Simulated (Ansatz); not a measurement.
# Ta (Im-3m): phonons against volume, part 2 of 4

Which modes of Ta drive its thermal expansion?

Ansatz 0.2.0; DFT LDA, scalar-relativistic, plane waves, PAW; PAW set soft_1.

So far. Step 2 (Probe on a coarse mesh): The start is under -11 GPa at this level and looks like a metal on this mesh. Step 5 (Tight relaxation): The residual pressure is -9.3e-4 GPa, small enough for phonons.

## (6) Lattice dynamics at this volume, V/V0 1

Phonons at this volume give one point of F(V, T); meshes stay fixed along the series.

File input.yaml:

```yaml
crystal:
  lattice:
    - [-1.626908803, 1.626908803, 1.626908803]
    - [1.626908803, -1.626908803, 1.626908803]
    - [1.626908803, 1.626908803, -1.626908803]
  atoms:
    - { symbol: Ta, position: [0.0, 0.0, 0.0] }
kpoints:
  mp_grid: { grid: [20, 20, 20] }
hamiltonian:
  xc: lda
  pseudopotentials: { kind: paw, azcp: { folder: soft_1 }, xc_functional: pbe }
scf:
  occupations: { method: methfessel_paxton, width: 0.2 }
  lower_state_search: "off"
output:
  eigenvalues: true
phonons:
  method: dfpt
  qmesh: [4, 4, 4]
  temperatures: { t_max: 1000, t_step: 50 }
  qpath:
    path:
      - [[0.0, 0.0, 0.0], [0.5, -0.5, 0.5], [0.0, 0.0, 0.5], [0.0, 0.0, 0.0], [0.25, 0.25, 0.25], [0.5, -0.5, 0.5]]
      - [[0.25, 0.25, 0.25], [0.0, 0.0, 0.5]]
    npoints: 10
```

Started as:

```
$ ansatz run input.yaml --threads 8 --pin off --max-ram 16384MiB --backend cpu --events-out ev --progress --plain --runs-dir out
```

Numbers of over 12 decimals in the logs are rounded to 6 here.

Output:

```text
[...]
Crystal: 1 atoms, lattice volume = 17.225 Å³
Basis set: ecut = 420 eV, 321 PW (Γ), exchange–correlation on 40×40×40 points (8 copies of the dense FFT grid, shifted against one another)
Bands: 11, of which v1, the nominal top of the filled ones, is band 7 counted from 1 (6 counted from 0)
Symmetry: 48 space group operations
k-points: 256 of 8000
[...]
SCF iter   1: F=—  HF=-9683.468634 eV  |F-HF|=—  |Δ(HF+E_count)|=         —  Δρ=3.87e-2  dr2=2.58e-1  ethr=3.10e-3  ⟨swp⟩=5.0  Hψ=14448  notcnv=0
[...]
SCF iter   7: F=-9683.361287 eV  HF=-9683.361287 eV  |F-HF|=1.82e-12  |Δ(HF+E_count)|=  2.18e-11  S|Δr|=    0.00e0  Δρ=4.43e-8  dr2=6.31e-14  ethr=1.00e-12  ⟨swp⟩=5.8  Hψ=10608  notcnv=0
SCF 1 converged in 7 iterations: F = -9683.361287 eV  dr2 = 6.31e-14
[...]
NSCF: frozen V_eff on 256 k-points
[...]
DFPT response loops at q = (0, 0, 0) (fractional): preconditioner auto → Kerker (q_TF=auto, 2.603 Å⁻¹) (partly filled bands, converged f_vac=0.000); β = 1.00, the filter's whole step (`scf.mixing.beta` (0.50) is not read by the response loops under this deck's `scf.mixing.preconditioner`; to damp them name `kerker` or `kerker_dos`, under which they read `scf.mixing.beta`, and type it under 1.00, their step now; both keys bind the ground state too); Broyden in place of MSR1
[...]
SCF converged after 7 iterations
[...]
Free energy (F): -9683.361287 eV
[...]
Internal energy: -9683.362092 eV  (E = F + TS)
E sigma→0 (E₀):  -9683.361488 eV
Entropy (-TS):   0.000805 eV (0.805 meV/atom)
Fermi energy:    19.086993 eV
[...]
--- Band table (eV; the first three rows and the last of 256) ---
  k-point 0: bands = [... 3 lower, -13.7099, 11.0663, 19.7844, 19.7844, 19.7844, 23.2045, 23.2045, 33.9689]
  k-point 1: bands = [... 3 lower, -13.7102, 11.1853, 19.7066, 19.7641, 19.9008, 23.0716, 23.2038, 34.0785]
  k-point 2: bands = [... 3 lower, -13.7109, 11.5315, 19.4891, 19.6812, 20.2469, 22.7757, 23.2077, 34.3704]
  k-point 255: bands = [... 3 lower, -14.6597, 15.0277, 15.0277, 26.2736, 26.2736, 26.2736, 28.1823, 28.1823]
--- Phonons (Γ-DFPT): 1 representative perturbation + reference (Σ response iterations 2) ---
  ASR residual: 4.735e-5 → 0.000e0 eV/Å²; symmetrization residual: 7.579e-13 eV/Å²
  ASR residual per site (eV/Å²): 4.73e-5
  Γ frequencies (cm⁻¹): 0.00 0.00 0.00
--- Phonons (arbitrary-q DFPT): 8 irreducible q on the 4×4×4 mesh ---
  q = [0.0000, 0.0000, 0.0000] (star 1, of the zone-centre solve; hermiticity 2.58e-9, symmetrization 1.60e-8): -0.00 -0.00 -0.00
  q = [0.0000, 0.0000, 0.2500] (star 12, 2 solved perturbations in 6410 linear systems a pass and spin channel, the states on 4200 of 8000 k-point pairs; hermiticity 3.13e-14, symmetrization 4.14e-14): 64.71 77.04 117.50
[...]
q = [0.2500, 0.2500, 0.2500] (star 2, 1 solved perturbation on 1116 of 8000 k-point pairs; hermiticity 3.12e-14, symmetrization 1.73e-13): 130.21 130.21 130.21
[...]
sum rule: each row above includes the acoustic sum rule's correction from the zone centre's row sums; it moved no ω² by more than (0.27 cm⁻¹)²
  mesh force constants: q→R imaginary residual 0.00e0; ASR residual 4.735e-5 → 0.000e0 eV/Å²; symmetrization residual 5.329e-15 eV/Å²
  interpolated dispersion: 62 rows × 3 modes
  density of states and harmonic sums: on the 28×28×28 q-mesh, interpolated from the force constants of a 4×4×4 supercell (no non-analytic term)
  largest difference from the sums on the solved wave vectors: F 1.68e-2 eV, S 2.08e-5 and C_V 4.40e-6 eV/K
  zero-point energy: 0.021563 eV/cell   skipped modes (ω ≤ 0): 3   left out of the sums: 4.56e-5 of the cell's modes: C_V's classical limit lies that fraction below 3 k_B per atom; for a crystal, a wire or a layer, F and S can be off by more, and a phonons.interpolated_qmesh denser along its periods is the remedy for the sampling
```

The job ended after 59 s (8 threads of Arm Neoverse V2, shared host; peak memory 3.4 GiB).

This step gave:

```yaml
gamma_frequencies: 0, 0, 0 cm⁻¹ (negative: imaginary)
lowest_frequency_on_the_path: 0 cm⁻¹
zero_point_energy: 0.02156 eV/cell
highest_frequency: 169.1 cm⁻¹
debye_temperature_from_the_second_moment: 224 K
```

No LO-TO term. The phonon branches at the labelled points (cm⁻¹):

```
    point  branch 1  branch 2  branch 3
        Γ         0         0         0
  halfway       104       104       149
        H       169       169       169
  halfway       105       148       157
        N        95       140       145
  halfway        65        77       118
        Γ         0         0         0
  halfway        63        63       148
        P       130       130       130
  halfway        99       143       143
        H       169       169       169
jump to P       130       130       130
  halfway        99       128       148
        N        95       140       145
```

The phonon branches as a text plot (rows in cm⁻¹):

```
    166 |         ******                     *          ***
    159 |          *  ****                  * *        *
    151 |     ** *      ***                *          * *    *
    144 |    *    *       *****                *     *      * ***
    137 |       **     *   ******                ****      *   **
    130 |       *              *          *     *      *   *  *
    123 |   *           *                      *           ***
    116 |                       **               *
    109 |                                     *       *     *
    102 |     **         *        *      *        *  *       *
     95 |                 * ***              *     **         ***
     88 |  *               *   *
     81 |                       *  *
     74 |    *                   *          *
     67 |                        *      *
     60 |                           *      *
     53 |                         *       *
     46 | * *
     39 |                          *   * *
     32 |                            *  *
     25 |  *                        *
     18 |                           ** *
     11 | *                          *
      4 |*                            *
         Γ           H       N        Γ         P        H|P    N
```

Tetrahedra on 28 28 28, mean over bins of 2 cm⁻¹. Table of phonon density of states by wavenumber; read off at these points:

wavenumber (cm⁻¹), phonon density of states (1/cm⁻¹/cell) and a bar:
```
      5.0     0.0001 
     10.0     0.0004 
     15.0     0.0008 
     20.0     0.0013 
     25.0     0.0019 #
     30.0     0.0025 #
     35.0     0.0033 #
     40.0     0.0041 ##
     45.0     0.0050 ##
     50.0     0.0060 ##
     55.0     0.0071 ###
     60.0     0.0084 ###
     65.0     0.0097 ####
     70.0     0.0115 ####
     75.0     0.0135 #####
     80.0     0.0166 ######
     85.0     0.0218 ########
     90.0     0.0418 ################
     95.0     0.0504 ###################
    100.0     0.0257 ##########
    105.0     0.0203 ########
    110.0     0.0184 #######
    115.0     0.0185 #######
    120.0     0.0195 #######
    125.0     0.0232 #########
    130.0     0.0246 #########
    135.0     0.0236 #########
    140.0     0.0333 #############
    145.0     0.0621 #######################
    149.0     0.0793 ##############################
    150.0     0.0732 ############################
    155.0     0.0355 #############
    160.0     0.0175 #######
    165.0     0.0061 ##
```

Harmonic. Thermo, by row:

```
T (K)  F_vib (meV/atom)  S (J/mol-atom/K)  C_V (J/mol-atom/K)
    0             21.56                 0                   0
   50             20.71             5.497               11.05
  100             14.97             16.41               19.69
  150              4.14             24.99               22.38
  200            -10.59             31.59               23.45
  250            -28.38             36.89               23.97
  300            -48.67             41.28               24.26
  350            -71.06             45.04               24.44
  400            -95.26             48.31               24.56
  450            -121.1             51.21               24.64
  500            -148.3             53.81               24.69
  550            -176.8             56.16               24.74
  600            -206.5             58.32               24.77
  650            -237.2              60.3                24.8
  700            -268.9             62.14               24.82
  750            -301.6             63.85               24.83
  800            -335.1             65.45               24.84
  850            -369.4             66.96               24.86
  900            -404.5             68.38               24.86
  950            -440.3             69.73               24.87
 1000            -476.7                71               24.88
```

The modes, Ta has structure finer than the step of the table below, so its rows give means over 10 cm⁻¹, whole bins alone (the curve runs from -10 to 184 cm⁻¹). Peaks (cm⁻¹: height): 92.4: 0.0479, 148.5: 0.0721.

Phonopy on the run's constants, 21x21x21 mesh, Gaussian sigma 2.0 cm⁻¹. Modes, Ta against wavenumber; means over each step:

```
wavenumber (cm⁻¹)  modes, Ta (1/cm⁻¹/cell)
                0                   4.9e-5
               10                   4.2e-4
               20                  0.00146
               30                  0.00264
               40                  0.00391
               50                  0.00619
               60                  0.00829
               70                   0.0119
               80                   0.0173
               90                   0.0381
              100                   0.0288
              110                   0.0183
              120                   0.0205
              130                   0.0241
              140                   0.0362
              150                   0.0605
              160                   0.0194
              170                  0.00196
```

No mode is imaginary beyond numerical noise at the solved wavevectors.

## (7) A cell at another volume, V/V0 1.015

Symmetry fixes every atom, so a single point at the scaled cell gives the energy and pressure of this member.

input.yaml, the sections that differ from step 6:

```yaml
crystal:
  lattice:
    - [-1.6350030099, 1.6350030099, 1.6350030099]
    - [1.6350030099, -1.6350030099, 1.6350030099]
    - [1.6350030099, 1.6350030099, -1.6350030099]
  atoms:
    - { symbol: Ta, position: [0.0, 0.0, 0.0] }
output:
  forces: true
  stress: true
  eigenvalues: true
  write_density: true
  write_potential: true
  elf: true
  volumetric_format: npy
# kpoints, hamiltonian, scf: as in step 6
# phonons: removed
```

Output:

```text
[...]
Crystal: 1 atoms, lattice volume = 17.483 Å³
Basis set: ecut = 420 eV, 321 PW (Γ)
Bands: 11, of which v1, the nominal top of the filled ones, is band 7 counted from 1 (6 counted from 0)
Symmetry: 48 space group operations
[...]
k-points: 256 of 8000
[...]
SCF iter   1: F=—  HF=-9683.470038 eV  |F-HF|=—  |Δ(HF+E_count)|=         —  Δρ=3.89e-2  dr2=2.67e-1  ethr=3.10e-3  ⟨swp⟩=5.0  Hψ=14462  notcnv=0
[...]
SCF iter   6: F=-9683.358711 eV  HF=-9683.358711 eV  |F-HF|=3.46e-11  |Δ(HF+E_count)|=   4.34e-9  S|Δr|=    0.00e0  Δρ=1.13e-6  dr2=5.71e-11  ethr=9.74e-11  ⟨swp⟩=4.7  Hψ=12487  notcnv=0
SCF 1 converged in 6 iterations: F = -9683.358711 eV  dr2 = 5.71e-11
[...]
SCF converged after 6 iterations
[...]
Free energy (F): -9683.358711 eV
[...]
Internal energy: -9683.359541 eV  (E = F + TS)
E sigma→0 (E₀):  -9683.358918 eV
Entropy (-TS):   0.000830 eV (0.830 meV/atom)
Fermi energy:    18.763335 eV
[...]
--- Stress (GPa, compression-positive) ---
       -3.158999      -0.000000       0.000000
       -0.000000      -3.158999      -0.000000
       -0.000000      -0.000000      -3.158999
  P = ⅓ Tr σ = -3.1590 GPa (-31.590 kbar)
--- Band table (eV; the first three rows and the last of 256) ---
  k-point 0: bands = [... 3 lower, -14.0909, 10.7982, 19.4631, 19.4631, 19.4631, 22.8286, 22.8286, 33.5873]
  k-point 1: bands = [... 3 lower, -14.0911, 10.9150, 19.3870, 19.4433, 19.5772, 22.6994, 22.8281, 33.6943]
  k-point 2: bands = [... 3 lower, -14.0918, 11.2550, 19.1742, 19.3621, 19.9166, 22.4107, 22.8323, 33.9784]
  k-point 255: bands = [... 3 lower, -14.9984, 14.7980, 14.7980, 25.8251, 25.8251, 25.8251, 27.7194, 27.7194]
```

The job ended after 1.2 s (8 threads; peak memory 0.33 GiB; 4 s of CPU time).

Numbers from this step:

| Quantity | Value |
| --- | --- |
| pressure | -3.159 GPa |
| volume per atom | 17.48 Å³/atom |

Electrostatic potential energy in the ac plane of the conventional cell at fractional y = 0.000, with atoms of Ta within 0.2 Å of it. With pseudopotentials it is smooth inside the atoms' cores, unlike the true potential.

Ten even steps from '0' (-45 eV) to '9' (21 eV), each cell a mean:
```
00247999986410
01358999997521
34578999998754
66789999999876
88999999999998
99999999999999
99999999999999
99999999999999
99999999999999
77899999999887
45679999998754
12468999997532
00257999986410
00147999986300
```
Columns run along a (3.3 Å; values clipped at the 3rd and 97th percentile), rows up along c (3.3 Å), edges of the conventional cell, whose origin can differ from the input's. Atoms in or near the plane, at fractional coordinates: Ta at (0.00, 0.00).

ELF in the ac plane of the conventional cell at fractional y = 0.000, with atoms of Ta within 0.2 Å of it. It is the smooth field of the valence electrons, not physical close to the nuclei.

Values, 14 rows by 14 columns, each cell a mean:
```
0.30 0.50 0.69 0.57 0.28 0.21 0.32 0.39 0.29 0.19 0.35 0.64 0.68 0.46
0.62 0.67 0.68 0.49 0.26 0.25 0.38 0.44 0.35 0.22 0.29 0.56 0.72 0.68
0.66 0.63 0.51 0.32 0.25 0.34 0.46 0.50 0.43 0.30 0.25 0.37 0.56 0.64
0.37 0.35 0.28 0.25 0.32 0.42 0.49 0.51 0.48 0.39 0.29 0.25 0.29 0.35
0.19 0.21 0.25 0.32 0.41 0.46 0.48 0.48 0.48 0.45 0.39 0.30 0.22 0.19
0.26 0.30 0.38 0.45 0.48 0.47 0.44 0.42 0.45 0.48 0.48 0.43 0.35 0.29
0.37 0.40 0.46 0.51 0.51 0.46 0.41 0.39 0.42 0.48 0.51 0.50 0.44 0.39
0.30 0.33 0.41 0.47 0.49 0.47 0.43 0.41 0.44 0.48 0.49 0.46 0.38 0.32
0.18 0.21 0.28 0.37 0.44 0.47 0.47 0.46 0.47 0.46 0.42 0.34 0.25 0.21
0.29 0.27 0.24 0.26 0.34 0.44 0.49 0.51 0.48 0.41 0.32 0.25 0.26 0.28
0.60 0.56 0.43 0.28 0.26 0.37 0.47 0.51 0.45 0.32 0.25 0.32 0.49 0.57
0.69 0.71 0.65 0.43 0.24 0.28 0.41 0.46 0.38 0.25 0.28 0.51 0.68 0.69
0.39 0.58 0.71 0.56 0.27 0.21 0.33 0.40 0.30 0.21 0.35 0.63 0.67 0.50
0.10 0.39 0.69 0.60 0.29 0.18 0.30 0.37 0.26 0.19 0.37 0.66 0.62 0.30
```
Columns run along a (3.3 Å), rows up along c (3.3 Å), edges of the conventional cell, whose origin can differ from the input's. Atoms in or near the plane, at fractional coordinates: Ta at (0.00, 0.00).

Valence density in the ac plane of the conventional cell at fractional y = 0.000, with atoms of Ta within 0.2 Å of it. It is the smooth field of the valence electrons, not physical close to the nuclei.

Values in e/Å³, 14 rows by 14 columns, each cell a mean:
```
4.2 4.6 3.8 1.9 0.7 0.3 0.2 0.2 0.3 0.4 0.9 2.4 4.3 4.5
4.5 4.2 2.8 1.3 0.5 0.3 0.2 0.2 0.3 0.3 0.7 1.7 3.4 4.3
2.7 2.3 1.4 0.7 0.4 0.3 0.2 0.2 0.2 0.3 0.4 0.8 1.7 2.4
1.0 0.8 0.6 0.4 0.3 0.3 0.2 0.2 0.2 0.3 0.3 0.4 0.7 0.9
0.4 0.4 0.3 0.3 0.3 0.2 0.2 0.2 0.2 0.2 0.3 0.3 0.3 0.4
0.3 0.3 0.2 0.2 0.2 0.2 0.2 0.2 0.2 0.2 0.2 0.2 0.3 0.3
0.2 0.2 0.2 0.2 0.2 0.2 0.2 0.2 0.2 0.2 0.2 0.2 0.2 0.2
0.2 0.2 0.2 0.2 0.2 0.2 0.2 0.2 0.2 0.2 0.2 0.2 0.2 0.2
0.3 0.3 0.3 0.3 0.3 0.2 0.2 0.2 0.2 0.2 0.3 0.3 0.3 0.3
0.7 0.6 0.5 0.4 0.3 0.3 0.2 0.2 0.2 0.3 0.3 0.4 0.5 0.7
2.1 1.8 1.1 0.6 0.4 0.3 0.2 0.2 0.2 0.3 0.4 0.7 1.3 1.9
4.1 3.6 2.3 1.1 0.5 0.3 0.2 0.2 0.2 0.3 0.6 1.4 2.8 3.8
4.4 4.6 3.6 1.8 0.6 0.3 0.2 0.2 0.3 0.4 0.8 2.3 4.2 4.6
3.5 4.4 4.1 2.1 0.7 0.3 0.2 0.2 0.3 0.4 1.0 2.7 4.5 4.2
```
Columns run along a (3.3 Å), rows up along c (3.3 Å), edges of the conventional cell, whose origin can differ from the input's. Atoms in or near the plane, at fractional coordinates: Ta at (0.00, 0.00).

## (8) Phonons, V/V0 1.015

Phonons at this volume give one point of F(V, T); meshes stay fixed along the series.

input.yaml, the sections that differ from step 7:

```yaml
output:
  eigenvalues: true
phonons:
  method: dfpt
  qmesh: [4, 4, 4]
  temperatures: { t_max: 1000, t_step: 50 }
  qpath:
    path:
      - [[0.0, 0.0, 0.0], [0.5, -0.5, 0.5], [0.0, 0.0, 0.5], [0.0, 0.0, 0.0], [0.25, 0.25, 0.25], [0.5, -0.5, 0.5]]
      - [[0.25, 0.25, 0.25], [0.0, 0.0, 0.5]]
    npoints: 10
# crystal, kpoints, hamiltonian, scf: as in step 7
```

Output:

```text
[...]
Crystal: 1 atoms, lattice volume = 17.483 Å³
Basis set: ecut = 420 eV, 321 PW (Γ), exchange–correlation on 40×40×40 points (8 copies of the dense FFT grid, shifted against one another)
Bands: 11, of which v1, the nominal top of the filled ones, is band 7 counted from 1 (6 counted from 0)
Symmetry: 48 space group operations
k-points: 256 of 8000
[...]
k-point 255: bands = [... 3 lower, -14.9984, 14.7980, 14.7980, 25.8251, 25.8251, 25.8251, 27.7194, 27.7194]
[...]
ASR residual: 5.331e-5 → 0.000e0 eV/Å²; symmetrization residual: 2.383e-13 eV/Å²
  ASR residual per site (eV/Å²): 5.33e-5
  Γ frequencies (cm⁻¹): 0.00 0.00 0.00
--- Phonons (arbitrary-q DFPT): 8 irreducible q on the 4×4×4 mesh ---
[...]
interpolated dispersion: 62 rows × 3 modes
[...]
[key lines of the parts left out:]
SCF converged after 7 iterations
Free energy (F): -9683.358711 eV
Fermi energy:    18.763333 eV
```

The job ended after 57 s (8 threads; peak memory 3.4 GiB; 6.6 min of CPU time).

No mode is imaginary beyond numerical noise at the solved wavevectors.

## (9) A cell at another volume, V/V0 0.985

Symmetry fixes every atom, so a single point at the scaled cell gives the energy and pressure of this member.

input.yaml, the sections that differ from step 8:

```yaml
crystal:
  lattice:
    - [-1.6187332439, 1.6187332439, 1.6187332439]
    - [1.6187332439, -1.6187332439, 1.6187332439]
    - [1.6187332439, 1.6187332439, -1.6187332439]
  atoms:
    - { symbol: Ta, position: [0.0, 0.0, 0.0] }
output:
  forces: true
  stress: true
  eigenvalues: true
# kpoints, hamiltonian, scf: as in step 8
# phonons: removed
```

Output:

```text
[...]
Crystal: 1 atoms, lattice volume = 16.966 Å³
Basis set: ecut = 420 eV, 321 PW (Γ)
Bands: 11, of which v1, the nominal top of the filled ones, is band 7 counted from 1 (6 counted from 0)
Symmetry: 48 space group operations
[...]
k-points: 256 of 8000
[...]
--- Band table (eV; the first three rows and the last of 256) ---
  k-point 0: bands = [... 3 lower, -13.3184, 11.3436, 20.1144, 20.1144, 20.1144, 23.5904, 23.5904, 34.3606]
  k-point 1: bands = [... 3 lower, -13.3187, 11.4649, 20.0348, 20.0937, 20.2331, 23.4538, 23.5895, 34.4729]
  k-point 2: bands = [... 3 lower, -13.3194, 11.8176, 19.8125, 20.0090, 20.5862, 23.1503, 23.5930, 34.7727]
  k-point 255: bands = [... 3 lower, -14.3129, 15.2633, 15.2633, 26.7349, 26.7349, 26.7349, 28.6594, 28.6594]
[key lines of the parts left out:]
SCF converged after 6 iterations
Free energy (F): -9683.358592 eV
Fermi energy:    19.420946 eV
P = ⅓ Tr σ = 3.3832 GPa (33.832 kbar)
```

It took 0.52 s on 8 threads; peak memory 0.32 GiB; 2.5 s of CPU time.

The run ends at a pressure of 3.38 GPa.

## (10) Lattice dynamics at this volume, V/V0 0.985

The same q-mesh and k-mesh are kept at every volume, so that much of their error can cancel in the differences.

Changes to input.yaml since step 9:

```diff
@@ -16,4 +16,11 @@
 output:
-  forces: true
-  stress: true
   eigenvalues: true
+phonons:
+  method: dfpt
+  qmesh: [4, 4, 4]
+  temperatures: { t_max: 1000, t_step: 50 }
+  qpath:
+    path:
+      - [[0.0, 0.0, 0.0], [0.5, -0.5, 0.5], [0.0, 0.0, 0.5], [0.0, 0.0, 0.0], [0.25, 0.25, 0.25], [0.5, -0.5, 0.5]]
+      - [[0.25, 0.25, 0.25], [0.0, 0.0, 0.5]]
+    npoints: 10
```

Output:

```text
[...]
Crystal: 1 atoms, lattice volume = 16.966 Å³
Basis set: ecut = 420 eV, 321 PW (Γ), exchange–correlation on 40×40×40 points (8 copies of the dense FFT grid, shifted against one another)
Bands: 11, of which v1, the nominal top of the filled ones, is band 7 counted from 1 (6 counted from 0)
Symmetry: 48 space group operations
k-points: 256 of 8000
[...]
k-point 255: bands = [... 3 lower, -14.3129, 15.2633, 15.2633, 26.7349, 26.7349, 26.7349, 28.6594, 28.6594]
[...]
ASR residual: 4.981e-5 → 0.000e0 eV/Å²; symmetrization residual: 6.063e-13 eV/Å²
  ASR residual per site (eV/Å²): 4.98e-5
  Γ frequencies (cm⁻¹): 0.00 0.00 0.00
--- Phonons (arbitrary-q DFPT): 8 irreducible q on the 4×4×4 mesh ---
[...]
interpolated dispersion: 62 rows × 3 modes
[...]
[key lines of the parts left out:]
SCF converged after 7 iterations
Free energy (F): -9683.358592 eV
Fermi energy:    19.420944 eV
```

Elapsed: 57 s, on 8 threads; peak memory 3.4 GiB.

No mode is imaginary beyond numerical noise at the solved wavevectors.

(Part 2 of 4 ends here.)

[Logs are printed without paths, hosts, clocks, repeated set-up lines and the standing remarks that a program may print on its own settings, such as how far it seeks lower states.]

[Hosts, paths, dates, database ids (printed as entryN), source tags and the programs' standing remarks are cut or masked in the printed files.]

[A step with changed settings may run another functional than the one named; its input shows which.]

[Of the runs on displaced cells, only some may be shown.]
